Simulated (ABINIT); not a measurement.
# Cl (Cmce): G0W0 in ABINIT against the bands in the screening, part 2 of 2

Wanted: the cheapest bands in the screening that holds the gap of Cl (Cmce).

ABINIT 10.8.3; PBE and many-body steps on it, plane waves. Known limits of the many-body steps: not at the basis limit; coarse k mesh.

So far. Step 2 (Screening, 4×4×2 mesh, 22 bands, screening to 130.6 eV): Local fields lower ε∞ by 13 %. On a Γ-centred mesh this coarse the value itself is usually too large, while a short band sum pulls it down. Step 5 (34 bands): The gap on the mesh goes from 2.47 eV to 5.85 eV, a correction of +3.38 eV.

### 6. Screening, 4×4×2 mesh, 101 bands, screening to 130.6 eV

This step: RPA screening on PBE, plane waves, norm-conserving pseudopotentials.

The input, run.abi:

```
acell 3*1.0 Angstrom
rprim 
  3.145000000000 -2.250000000000 0.000000000000
  3.145000000000 2.250000000000 0.000000000000
  0.000000000000 0.000000000000 8.210000000000
ntypat 1
znucl 17
natom 4
typat 1 1 1 1
xred 
  0.870000000000 0.130000000000 0.100000000000
  0.630000000000 0.370000000000 0.600000000000
  0.130000000000 0.870000000000 0.900000000000
  0.370000000000 0.630000000000 0.400000000000
pp_dirpath "pseudos"
pseudos "Cl.upf"
ecut 25
ngkpt 4 4 2
nshiftk 1
shiftk 0 0 0
kptopt 1
chksymbreak 0
istwfk *1
occopt 1
irdwfk 1
optdriver 3
nband 101
ecuteps 4.8
inclvkb 2
awtr 1
symchi 1
indata_prefix "in"
outdata_prefix "out"
tmpdata_prefix "tmp"
```

The run is started by

```bash
$ OMP_NUM_THREADS=1 mpirun -n 8 abinit run.abi > log
```

Log:

```text
.Version 10.8.3 of ABINIT. v10.8.2 released Aug 2026.

 Symmetries : space group Cm c a (# 64); Bravais oC (1-face-center ortho.)
[... echo of the input left out ...]
== DATASET  1 ==================================================================
-   mpi_nproc: 8, omp_nthreads: 1 (-1 if OMP is not activated)

--- !DatasetInfo
iteration_state: {dtset: 1, }
dimensions: {natom: 4, nkpt: 14, mband: 101, nsppol: 1, nspinor: 1, nspden: 1, mpw: 4726, }
cutoff_energies: {ecut:  25.0, pawecutdg:  -1.0, }
[...]
--------------------------------------------------------------------------------
[... chi0 elements left out ...]
 For q-point:  0.000010 0.000020 0.000030
  dielectric constant =   2.8084
  dielectric constant without local fields =   3.4583

  Average fulfillment of the sum rule on Im[epsilon] for q-point    1 :     65.85  [%]
[... wings left out ...]
  q-point number  2        q = ( 0.250000, 0.000000, 0.000000) [r.l.u.]
--------------------------------------------------------------------------------
[... chi0 elements left out ...]
  Average fulfillment of the sum rule on Im[epsilon] for q-point    2 :     71.01  [%]

 [... 12 further q-points ...]
```

The job ended after 37 s (8 MPI ranks of Arm Neoverse V2, shared host; peak memory 2.2 GiB).

This step gave:

| Quantity | Value |
| --- | --- |
| ε∞ with local fields, on this mesh, along the program's q direction | 2.808 |
| the same without local fields | 3.458 |
| plasma frequency | 18.23 eV |
| plane waves in the screening matrix | 403 |

### 7. 101 bands

This step: G0W0 on PBE, plane waves, norm-conserving pseudopotentials.

run.abi: that of step 6 with these lines changed.

```diff
@@ -25,8 +25,17 @@
 irdwfk 1
-optdriver 3
+optdriver 4
 nband 101
+gwcalctyp 0
+ecutsigx 25
+symsigma 1
+nkptgw 2
+kptgw 
+  0.5000000000 0.5000000000 0.0000000000
+  0.0000000000 0.0000000000 0.0000000000
+bdgw 
+  13 16
+  13 16
 ecuteps 4.8
-inclvkb 2
-awtr 1
-symchi 1
+irdscr 1
+ppmodel 1
 indata_prefix "in"
```

Log:

```text
.Version 10.8.3 of ABINIT. v10.8.2 released Aug 2026.

 Symmetries : space group Cm c a (# 64); Bravais oC (1-face-center ortho.)
[... echo of the input left out ...]
== DATASET  1 ==================================================================
-   mpi_nproc: 8, omp_nthreads: 1 (-1 if OMP is not activated)

--- !DatasetInfo
iteration_state: {dtset: 1, }
dimensions: {natom: 4, nkpt: 14, mband: 101, nsppol: 1, nspinor: 1, nspden: 1, mpw: 4726, }
cutoff_energies: {ecut:  25.0, pawecutdg:  -1.0, }
[...]
Band     E0 <VxcDFT>   SigX SigC(E0)      Z dSigC/dE  Sig(E)    E-E0       E
[...]
15   1.645 -13.980  -8.981  -2.758   0.795  -0.258 -12.198   1.782   3.427
       16   2.208 -14.626  -9.222  -2.918   0.787  -0.271 -12.670   1.957   4.164

== END DATASET(S) ==============================================================
================================================================================

 -outvars: echo values of variables after computation  --------
           etotal      0.0000000000E+00
            nband         101
             nkpt          14
          spgroup          64
 [... the other variables as echoed above ...]

 Calculation completed.
```

Wall time 11 s (8 MPI ranks); peak memory 2.5 GiB; 86 s of CPU time.

This step gave:

```yaml
g0w0_gap_on_the_points_computed: 5.661 eV
starting_gap_on_the_mesh: 2.469 eV
k_of_the_valence_top: 0.5, 0.5, 0
k_of_the_conduction_bottom: 0, 0, 0
least_direct_g0w0_gap_on_the_computed_points: 5.713 eV
```

Against the run before, the gap moves by −0.186 eV.

### 8. Screening, 4×4×2 mesh, 217 bands, screening to 130.6 eV

This step: RPA screening on PBE, plane waves, norm-conserving pseudopotentials.

run.abi: that of step 7 with these lines changed.

```diff
@@ -25,17 +25,8 @@
 irdwfk 1
-optdriver 4
-nband 101
-gwcalctyp 0
-ecutsigx 25
-symsigma 1
-nkptgw 2
-kptgw 
-  0.5000000000 0.5000000000 0.0000000000
-  0.0000000000 0.0000000000 0.0000000000
-bdgw 
-  13 16
-  13 16
+optdriver 3
+nband 217
 ecuteps 4.8
-irdscr 1
-ppmodel 1
+inclvkb 2
+awtr 1
+symchi 1
 indata_prefix "in"
```

Log:

```text
.Version 10.8.3 of ABINIT. v10.8.2 released Aug 2026.

 Symmetries : space group Cm c a (# 64); Bravais oC (1-face-center ortho.)
[... echo of the input left out ...]
== DATASET  1 ==================================================================
-   mpi_nproc: 8, omp_nthreads: 1 (-1 if OMP is not activated)

--- !DatasetInfo
iteration_state: {dtset: 1, }
dimensions: {natom: 4, nkpt: 14, mband: 217, nsppol: 1, nspinor: 1, nspden: 1, mpw: 4726, }
cutoff_energies: {ecut:  25.0, pawecutdg:  -1.0, }
[...]
--------------------------------------------------------------------------------
[... chi0 elements left out ...]
 For q-point:  0.000010 0.000020 0.000030
  dielectric constant =   2.8130
  dielectric constant without local fields =   3.4615

  Average fulfillment of the sum rule on Im[epsilon] for q-point    1 :     78.55  [%]
[... wings left out ...]
  q-point number  2        q = ( 0.250000, 0.000000, 0.000000) [r.l.u.]
--------------------------------------------------------------------------------
[... chi0 elements left out ...]
  Average fulfillment of the sum rule on Im[epsilon] for q-point    2 :     80.83  [%]

 [... 12 further q-points ...]
```

Run time: 92 s. Hardware: 8 MPI ranks; peak memory 3.1 GiB.

Numbers from this step:

- ε∞ with local fields, on this mesh, along the program's q direction: 2.813
- the same without local fields: 3.462
- plasma frequency: 18.23 eV
- plane waves in the screening matrix: 403

### 9. 217 bands

This step: G0W0 on PBE, plane waves, norm-conserving pseudopotentials.

run.abi: that of step 8 with these lines changed.

```diff
@@ -25,8 +25,17 @@
 irdwfk 1
-optdriver 3
-nband 217
+optdriver 4
+nband 101
+gwcalctyp 0
+ecutsigx 25
+symsigma 1
+nkptgw 2
+kptgw 
+  0.5000000000 0.5000000000 0.0000000000
+  0.0000000000 0.0000000000 0.0000000000
+bdgw 
+  13 16
+  13 16
 ecuteps 4.8
-inclvkb 2
-awtr 1
-symchi 1
+irdscr 1
+ppmodel 1
 indata_prefix "in"
```

Log:

```text
.Version 10.8.3 of ABINIT. v10.8.2 released Aug 2026.

 Symmetries : space group Cm c a (# 64); Bravais oC (1-face-center ortho.)
[... echo of the input left out ...]
== DATASET  1 ==================================================================
-   mpi_nproc: 8, omp_nthreads: 1 (-1 if OMP is not activated)

--- !DatasetInfo
iteration_state: {dtset: 1, }
dimensions: {natom: 4, nkpt: 14, mband: 101, nsppol: 1, nspinor: 1, nspden: 1, mpw: 4726, }
cutoff_energies: {ecut:  25.0, pawecutdg:  -1.0, }
[...]
Band     E0 <VxcDFT>   SigX SigC(E0)      Z dSigC/dE  Sig(E)    E-E0       E
[...]
15   1.645 -13.980  -8.981  -2.819   0.795  -0.257 -12.246   1.734   3.379
       16   2.208 -14.626  -9.222  -2.983   0.787  -0.270 -12.720   1.906   4.114

== END DATASET(S) ==============================================================
================================================================================

 -outvars: echo values of variables after computation  --------
           etotal      0.0000000000E+00
            nband         101
             nkpt          14
          spgroup          64
 [... the other variables as echoed above ...]

 Calculation completed.
```

It took 12 s on 8 MPI ranks; peak memory 2.5 GiB.

This step gave:

```
G0W0 gap on the points computed              : 5.640 eV
starting gap on the mesh                     : 2.469 eV
k of the valence top                         : 0.5, 0.5, 0
k of the conduction bottom                   : 0, 0, 0
least direct G0W0 gap on the computed points : 5.692 eV
```

Against the run before, the gap moves by −0.021 eV.

### 10. The runs together

Times are wall times on 8 MPI ranks of Arm Neoverse V2, shared host, good to a factor of about two. A run's time includes the screening step that it read.

```
      run   mesh  bands  screening cutoff (eV)  DFT gap (eV)  gap on the mesh (eV)  direct (eV)  ε∞ used     time
 22 bands  4×4×2    101                  130.6         2.469                 6.326        6.377     2.53     16 s
 34 bands  4×4×2    101                  130.6         2.469                 5.847        5.898     2.76     23 s
101 bands  4×4×2    101                  130.6         2.469                 5.661        5.713     2.81     48 s
217 bands  4×4×2    101                  130.6         2.469                 5.640        5.692     2.81  1.7 min
```

### 11. Summary of results

```json
{
  "22 bands": "6.326 eV",
  "34 bands": "5.847 eV",
  "101 bands": "5.661 eV",
  "217 bands": "5.640 eV",
  "known limits": "not at the basis limit; coarse k mesh"
}
```

What this shows: The setting moved: bands in the screening. From 22 bands to 217 bands the gap moves by −0.69 eV, for 6.3 times the time. The last step still moves it by −0.021 eV. Bands and screening cutoff are coupled, so a series along one setting does not show full convergence. Bands and cutoff are finite, so the gap is not at the basis limit. The miss can reach some tenths of an eV and take either sign; the mesh is an error of its own. In the G0W0 runs levels were corrected at 2 k points alone, so a gap called «on the mesh» is the least over those, and an edge elsewhere would be missed. The 4×4×2 mesh is coarse for this cell, which bears on the long-range parts of exchange and screening.

[Paths, hosts, dates, memory and timing lines, banners, echoed tables and standing remarks are left out of the program output.]

[Logs are printed without paths, hosts, clocks, repeated set-up lines and the standing remarks that a program may print on its own settings, such as how far it seeks lower states.]

[Runs of the session that timed out or met a known fault of the program may be left out.]

[Hosts, paths, dates, database ids (printed as entryN), source tags and the programs' standing remarks are cut or masked in the printed files.]

[G0W0 gaps are taken among the corrected bands and points alone; a level outside them can change the order at an edge.]

[Where Ansatz stands beside ABINIT at settings called matched, ABINIT's density can come from a denser mesh and the files from another edition; pairs whose starting gaps differed by over 0.03 eV were left out, so agreement reads better than it is.]
